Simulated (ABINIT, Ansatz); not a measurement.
## In (I4/mmm): phonons by linear response

Aim: the phonon dispersion of In (I4/mmm), checked by a second program.

Method: DFT LDA, scalar-relativistic, plane waves, PseudoDojo norm-conserving pseudopotentials, in ABINIT 10.8.3.

### 1. The starting structure

Symmetry: I4/mmm, No. 139, tetragonal system. Conventional cell: a = 3.251 Å, b = 3.251 Å, c = 4.947 Å, α = 90.00°, β = 90.00°, γ = 90.00°. Nearest to In lie 12 In at 3.25 to 3.38 Å.

Structure file:

```cif
data_structure
_symmetry_space_group_name_H-M 'P 1'
_symmetry_Int_Tables_number 1
_cell_length_a 3.3769
_cell_length_b 3.3769
_cell_length_c 3.3769
_cell_angle_alpha 122.453
_cell_angle_beta 122.453
_cell_angle_gamma 85.801
_cell_volume 26.14
loop_
_atom_site_label
_atom_site_type_symbol
_atom_site_fract_x
_atom_site_fract_y
_atom_site_fract_z
_atom_site_occupancy
In1 In 0.00000 0.00000 0.00000 1
```

### 2. A first look

A first run with smearing and empty bands tells whether the crystal has a gap, which decides between fixed occupations and smearing later on.

probe.abi

```
# ground state
tolvrs 1.0d-08
prtden 1
prtwf 1

# basis, mesh and filling
ecut 31.0
ngkpt 8 8 8
nshiftk 1
shiftk 0.0 0.0 0.0
istwfk *1
occopt 7
tsmear 0.005
nband 12
nstep 100
diemac 9.0
prtebands 0
prtgsr 0
useylm 1

# cell and atoms
acell 6.381428328 6.381428328 6.381428328
rprim 
    -0.4813488401 0.4813488401 0.7325343598
    0.4813488401 -0.4813488401 0.7325343598
    0.4813488401 0.4813488401 -0.7325343598
ntypat 1
znucl 49
natom 1
typat 1
xred 
    0.0 0.0 0.0
pp_dirpath "./pseudo"
pseudos "In.upf"
```

Launch:

```bash
> OMP_NUM_THREADS=1 mpirun -n 16 abinit probe.abi > probe.log
```

Numbers of over 12 decimals in the logs are rounded to 6 here.

probe.abo, the main output file:

```text
[banners, grids, parts of the stress and lines that vanish by symmetry left out]
- input  file    -> probe.abi
- output file    -> probe.abo
- root for input  files -> probei
[...]
Symmetries : space group I4/m m m (#139); Bravais tI (body-center tetrag.)
[...]
mpw =        1480          nfft =       32768          nkpt =          59
[...]
== DATASET  1 ==================================================================
[...]
cutoff_energies: {ecut:  31.0, pawecutdg:  -1.0, }
[...]
ETOT  1  -66.190343307597    -6.619E+01 2.526E-01 1.714E+00
 ETOT  2  -66.247741381347    -5.740E-02 1.756E-02 6.641E-01
 ETOT  3  -66.247618937986     1.224E-04 4.001E-03 9.945E-01
 ETOT  4  -66.247898413537    -2.795E-04 1.039E-03 4.613E-03
 ETOT  5  -66.247899820458    -1.407E-06 1.102E-03 1.329E-04
 ETOT  6  -66.247899853362    -3.290E-08 7.772E-04 9.060E-06
 ETOT  7  -66.247899855785    -2.423E-09 9.968E-04 7.712E-11
 At SCF step    7       vres2   =  7.71E-11 < tolvrs=  1.00E-08 =>converged.
[...]
sigma(1 1)=  1.70729338E-04  sigma(3 2)=  0.00000000E+00
  sigma(2 2)=  1.70729338E-04  sigma(3 1)=  0.00000000E+00
  sigma(3 3)=  4.46485487E-05  sigma(2 1)=  0.00000000E+00
[...]
convergence: {deltae: -2.423E-09, res2:  7.712E-11, residm:  9.968E-04, diffor: null, }
etotal    :  -6.62478999E+01
[...]
sigma(1 1)=  1.70729338E-04  sigma(3 2)=  0.00000000E+00
  sigma(2 2)=  1.70729338E-04  sigma(3 1)=  0.00000000E+00
  sigma(3 3)=  4.46485487E-05  sigma(2 1)=  0.00000000E+00
[...]
- sigma(1 1)=  5.02303055E+00  sigma(3 2)=  0.00000000E+00
- sigma(2 2)=  5.02303055E+00  sigma(3 1)=  0.00000000E+00
- sigma(3 3)=  1.31360565E+00  sigma(2 1)=  0.00000000E+00
[...]
fcart     -0.0000000000E+00 -0.0000000000E+00 -0.0000000000E+00
           strten      1.7072933839E-04  1.7072933839E-04  4.4648548694E-05
================================================================================

[key lines of the parts left out:]
pressure_GPa:  -3.7866E+00
```

Wall time 2.7 s (16 MPI ranks of Arm Neoverse V2, shared host).

Read from the output:

```
volume per atom   : 26.14 Å³
pressure          : -3.787 GPa
gap on the k-mesh : 0 eV
```

No gap opens on this mesh, so smearing is kept; the printed pressure holds the stress of the finite basis too.

### 3. Relaxing the cell and atoms

The harmonic expansion needs vanishing forces, and a free crystal bears no stress, so cell and atoms are brought to rest. Stress is more sensitive to the basis than forces are: the last 3 Ha under the cutoff are smoothed with ecutsm, and the cutoff is raised above that of the later runs.

relax.abi

```
# relaxation
ionmov 2
optcell 2
dilatmx 1.08
ntime 40
tolmxf 1.0d-05
tolvrs 1.0d-14
prtwf 0
prtden 0
chksymtnons 0

# basis, mesh and filling
ecut 39.0
ecutsm 3.0
ngkpt 16 16 16
nshiftk 1
shiftk 0.0 0.0 0.0
istwfk *1
occopt 7
tsmear 0.01
nband 12
nstep 100
diemac 1000000.0
prtebands 0
prtgsr 0
useylm 1

# cell and atoms
acell 6.381428328 6.381428328 6.381428328
rprim 
    -0.4813488401 0.4813488401 0.7325343598
    0.4813488401 -0.4813488401 0.7325343598
    0.4813488401 0.4813488401 -0.7325343598
ntypat 1
znucl 49
natom 1
typat 1
xred 
    0.0 0.0 0.0
pp_dirpath "./pseudo"
pseudos "In.upf"
```

Launch:

```bash
> OMP_NUM_THREADS=1 mpirun -n 16 abinit relax.abi > relax.log
```

relax.abo, the main output file:

```text
[banners, grids, parts of the stress and lines that vanish by symmetry left out]
- input  file    -> relax.abi
- output file    -> relax.abo
- root for input  files -> relaxi
[...]
Symmetries : space group I4/m m m (#139); Bravais tI (body-center tetrag.)
[...]
mpw =        2607          nfft =       64000          nkpt =         349
[...]
== DATASET  1 ==================================================================
[...]
cutoff_energies: {ecut:  39.0, pawecutdg:  -1.0, }
[...]
ETOT  1  -66.189777580935    -6.619E+01 4.252E-01 3.180E+00
 ETOT  2  -66.248533520876    -5.876E-02 3.904E-02 1.666E+00
 ETOT  3  -66.248517867500     1.565E-05 5.637E-03 1.427E+00
 ETOT  4  -66.248729538968    -2.117E-04 6.973E-03 2.058E-02
 ETOT  5  -66.248732639112    -3.100E-06 1.858E-03 6.053E-04
[...]
At SCF step   10       vres2   =  3.54E-15 < tolvrs=  1.00E-14 =>converged.
[...]
sigma(1 1)=  9.24299393E-05  sigma(3 2)=  0.00000000E+00
  sigma(2 2)=  9.24299393E-05  sigma(3 1)=  0.00000000E+00
  sigma(3 3)=  8.37142422E-05  sigma(2 1)=  0.00000000E+00
[...]
convergence: {deltae:  2.331E-12, res2:  3.538E-15, residm:  5.913E-04, diffor: null, }
etotal    :  -6.62487327E+01
[...]
ETOT  1  -66.248491890532    -6.625E+01 1.881E+05 4.239E+00
[...]
At SCF step    9       vres2   =  6.68E-15 < tolvrs=  1.00E-14 =>converged.
[...]
sigma(1 1)=  8.26412125E-05  sigma(3 2)=  0.00000000E+00
  sigma(2 2)=  8.26412125E-05  sigma(3 1)=  0.00000000E+00
  sigma(3 3)=  7.36608933E-05  sigma(2 1)=  0.00000000E+00
[...]
convergence: {deltae:  2.757E-12, res2:  6.681E-15, residm:  9.373E+02, diffor: null, }
etotal    :  -6.62488530E+01
[...]
ETOT  1  -66.231210743734    -6.623E+01 8.457E+05 2.249E+02
[...]
At SCF step   10       vres2   =  6.14E-16 < tolvrs=  1.00E-14 =>converged.
[...]
sigma(1 1)= -8.66912425E-06  sigma(3 2)=  0.00000000E+00
  sigma(2 2)= -8.66912425E-06  sigma(3 1)=  0.00000000E+00
  sigma(3 3)= -1.81846079E-05  sigma(2 1)=  0.00000000E+00
[...]
convergence: {deltae:  1.350E-12, res2:  6.139E-16, residm:  8.935E-03, diffor: null, }
etotal    :  -6.62492405E+01
[...]
ETOT  1  -66.248950592704    -6.625E+01 9.735E-05 3.536E+00
[...]
At SCF step    9       vres2   =  1.74E-15 < tolvrs=  1.00E-14 =>converged.
[...]
sigma(1 1)=  4.13463475E-06  sigma(3 2)=  0.00000000E+00
  sigma(2 2)=  4.13463475E-06  sigma(3 1)=  0.00000000E+00
  sigma(3 3)= -5.53396179E-06  sigma(2 1)=  0.00000000E+00
[...]
convergence: {deltae:  1.577E-12, res2:  1.743E-15, residm:  1.599E-05, diffor: null, }
etotal    :  -6.62492472E+01
[...]
ETOT  1  -66.249245959294    -6.625E+01 1.649E-01 1.898E-02
[...]
sigma(1 1)=  3.23052791E-06  sigma(3 2)=  0.00000000E+00
  sigma(2 2)=  3.23052791E-06  sigma(3 1)=  0.00000000E+00
[...]
convergence: {deltae:  3.411E-13, res2:  2.268E-15, residm:  1.714E-04, diffor: null, }
etotal    :  -6.62492476E+01
[...]
ETOT  1  -66.249222534802    -6.625E+01 3.436E+02 3.154E-01
[...]
convergence: {deltae:  4.547E-13, res2:  5.036E-16, residm:  6.353E-02, diffor: null, }
etotal    :  -6.62492496E+01
[...]
ETOT  1  -66.249186670989    -6.625E+01 1.134E+01 7.449E-01
[...]
convergence: {deltae:  2.785E-12, res2:  1.403E-15, residm:  1.000E-03, diffor: null, }
etotal    :  -6.62492536E+01
[...]
ETOT  1  -66.248982288102    -6.625E+01 4.184E+03 2.956E+00
[...]
convergence: {deltae: -1.137E-13, res2:  4.965E-15, residm:  8.450E-01, diffor: null, }
etotal    :  -6.62492600E+01
[...]
ETOT  1  -66.249234257765    -6.625E+01 2.453E+03 3.614E-01
[...]
convergence: {deltae: -1.648E-12, res2:  9.478E-16, residm:  4.626E+04, diffor: null, }
etotal    :  -6.62492657E+01
[...]
ETOT  1  -66.248977831264    -6.625E+01 2.063E-04 3.490E+00
[...]
convergence: {deltae:  7.532E-13, res2:  1.218E-15, residm:  4.734E-04, diffor: null, }
etotal    :  -6.62492726E+01
[...]
ETOT  1  -66.249266984265    -6.625E+01 4.782E+00 6.274E-02
[...]
At SCF step    8       vres2   =  9.00E-15 < tolvrs=  1.00E-14 =>converged.
[...]
sigma(2 2)= -5.11497259E-07  sigma(3 1)=  0.00000000E+00
  sigma(3 3)=  2.08418946E-07  sigma(2 1)=  0.00000000E+00
[...]
convergence: {deltae: -2.302E-12, res2:  9.003E-15, residm:  1.647E-03, diffor: null, }
etotal    :  -6.62492727E+01
[...]
ETOT  1  -66.249271816004    -6.625E+01 7.909E-02 9.372E-03
[...]
ETOT  7  -66.249272723898    -1.066E-12 6.461E-04 1.855E-13
 ETOT  8  -66.249272723898     2.416E-13 3.053E-05 5.204E-15
 At SCF step    8       vres2   =  5.20E-15 < tolvrs=  1.00E-14 =>converged.
[...]
sigma(1 1)= -3.02749376E-09  sigma(3 2)=  0.00000000E+00
  sigma(2 2)= -3.02749376E-09  sigma(3 1)=  0.00000000E+00
  sigma(3 3)= -3.26279563E-08  sigma(2 1)=  0.00000000E+00
[...]
convergence: {deltae:  2.416E-13, res2:  5.204E-15, residm:  3.053E-05, diffor: null, }
etotal    :  -6.62492727E+01
[...]
At Broyd/MD step  12, gradients are converged :
[...]
sigma(1 1)= -3.02749376E-09  sigma(3 2)=  0.00000000E+00
  sigma(2 2)= -3.02749376E-09  sigma(3 1)=  0.00000000E+00
  sigma(3 3)= -3.26279563E-08  sigma(2 1)=  0.00000000E+00
[...]
- sigma(1 1)= -8.90719417E-05  sigma(3 2)=  0.00000000E+00
- sigma(2 2)= -8.90719415E-05  sigma(3 1)=  0.00000000E+00
- sigma(3 3)= -9.59947617E-04  sigma(2 1)=  0.00000000E+00
[...]
fcart     -0.0000000000E+00 -0.0000000000E+00 -0.0000000000E+00
           strten     -3.0274937626E-09 -3.0274937574E-09 -3.2627956312E-08
================================================================================

[key lines of the parts left out:]
pressure_GPa:   3.7936E-04
Total energy (etotal) [Ha]= -6.62492727238977E+01
```

Run time: 3.8 min. Hardware: 16 MPI ranks; 60 min of CPU time.

Relaxation path:

```csv
step,energy less that of the first step (eV),largest force (eV/Å),volume (Å³)
1,0.0000,0.0000,26.14
2,-0.0033,0.0000,25.93
3,-0.0138,0.0000,24.39
4,-0.0140,0.0000,24.57
5,-0.0140,0.0000,24.56
6,-0.0141,0.0000,24.51
7,-0.0142,0.0000,24.44
8,-0.0143,0.0000,24.36
9,-0.0145,0.0000,24.41
10,-0.0147,0.0000,24.59
11,-0.0147,0.0000,24.57
12,-0.0147,0.0000,24.58
```

```csv
"conventional cell, symmetrised",before,after,change
a (Å),3.251,3.148,-3.2 %
b (Å),3.251,3.148,-3.2 %
c (Å),4.947,4.960,+0.3 %
volume (Å³/atom),26.14,24.58,-6.0 %
```

The relaxed structure:

```xyz
1
Lattice="-1.5740 1.5740 2.4801 1.5740 -1.5740 2.4801 1.5740 1.5740 -2.4801" Properties=species:S:1:pos:R:3 pbc="T T T"
In    0.0000    0.0000    0.0000
```

Numbers from this step:

```yaml
volume_per_atom: 24.58 Å³
pressure: 3.79e-4 GPa
```

The volume changes by -6.0 % in this run and stands -6.0 % from the first cell.

### 4. Self-consistent run for the response

First-order wavefunctions inherit every error of the ground state, hence the very tight tolvrs. Smearing stays on, as the first look found no gap above 0.3 eV.

gs.abi

```
# ground state
tolvrs 1.0d-16
prtden 1
prtwf 1

# basis, mesh and filling
ecut 31.0
ngkpt 16 16 16
nshiftk 1
shiftk 0.0 0.0 0.0
istwfk *1
occopt 7
tsmear 0.01
nband 12
nstep 100
diemac 1000000.0
prtebands 0
prtgsr 0
useylm 1

# cell and atoms
acell 6.297564875 6.297564875 6.297564875
rprim 
    -0.4723138467 0.4723138467 0.7442037761
    0.4723138467 -0.4723138467 0.7442037761
    0.4723138467 0.4723138467 -0.7442037761
ntypat 1
znucl 49
natom 1
typat 1
xred 
    0.0 0.0 0.0
pp_dirpath "./pseudo"
pseudos "In.upf"
```

Launch:

```bash
> OMP_NUM_THREADS=1 mpirun -n 16 abinit gs.abi > gs.log
```

gs.abo, the main output file:

```text
[banners, grids, parts of the stress and lines that vanish by symmetry left out]
- input  file    -> gs.abi
- output file    -> gs.abo
- root for input  files -> gsi
[...]
Symmetries : space group I4/m m m (#139); Bravais tI (body-center tetrag.)
[...]
mpw =        1400          nfft =       32768          nkpt =         349
[...]
== DATASET  1 ==================================================================
[...]
cutoff_energies: {ecut:  31.0, pawecutdg:  -1.0, }
[...]
ETOT  1  -66.204479707741    -6.620E+01 3.542E-01 2.680E+00
 ETOT  2  -66.248847997899    -4.437E-02 1.839E-02 3.642E-01
 ETOT  3  -66.248838643919     9.354E-06 8.167E-03 3.074E-01
 ETOT  4  -66.248921996381    -8.335E-05 6.033E-03 2.099E-03
 ETOT  5  -66.248922641832    -6.455E-07 5.403E-03 6.559E-05
[...]
ETOT 10  -66.248922659015     1.577E-12 7.938E-04 7.991E-16
 ETOT 11  -66.248922659017    -2.004E-12 8.138E-04 1.534E-18
 At SCF step   11       vres2   =  1.53E-18 < tolvrs=  1.00E-16 =>converged.
[...]
sigma(1 1)=  3.96976612E-05  sigma(3 2)=  0.00000000E+00
  sigma(2 2)=  3.96976612E-05  sigma(3 1)=  0.00000000E+00
  sigma(3 3)=  3.96734776E-05  sigma(2 1)=  0.00000000E+00
[...]
convergence: {deltae: -2.004E-12, res2:  1.534E-18, residm:  8.138E-04, diffor: null, }
etotal    :  -6.62489227E+01
[...]
sigma(1 1)=  3.96976612E-05  sigma(3 2)=  0.00000000E+00
  sigma(2 2)=  3.96976612E-05  sigma(3 1)=  0.00000000E+00
  sigma(3 3)=  3.96734776E-05  sigma(2 1)=  0.00000000E+00
[...]
- sigma(1 1)=  1.16794552E+00  sigma(3 2)=  0.00000000E+00
- sigma(2 2)=  1.16794552E+00  sigma(3 1)=  0.00000000E+00
- sigma(3 3)=  1.16723401E+00  sigma(2 1)=  0.00000000E+00
[...]
fcart     -0.0000000000E+00 -0.0000000000E+00 -0.0000000000E+00
           strten      3.9697661215E-05  3.9697661215E-05  3.9673477580E-05
================================================================================

[key lines of the parts left out:]
pressure_GPa:  -1.1677E+00
```

The job ended after 9.1 s (16 MPI ranks; 2.4 min of CPU time).

Numbers from this step:

```
pressure : -1.168 GPa
```

The cell stands at -1.2 GPa: the relaxation ran with a smoothed and higher cutoff, and the difference is a stress of the finite basis.

[end of part 1 of 4]

[Host names and launcher messages were left out of these logs when they were recorded.]

[Logs are printed without paths, hosts, clocks, repeated set-up lines and the standing remarks that a program may print on its own settings, such as how far it seeks lower states.]

[Hosts, paths, dates, database ids (printed as entryN), source tags and the programs' standing remarks are cut or masked in the printed files.]
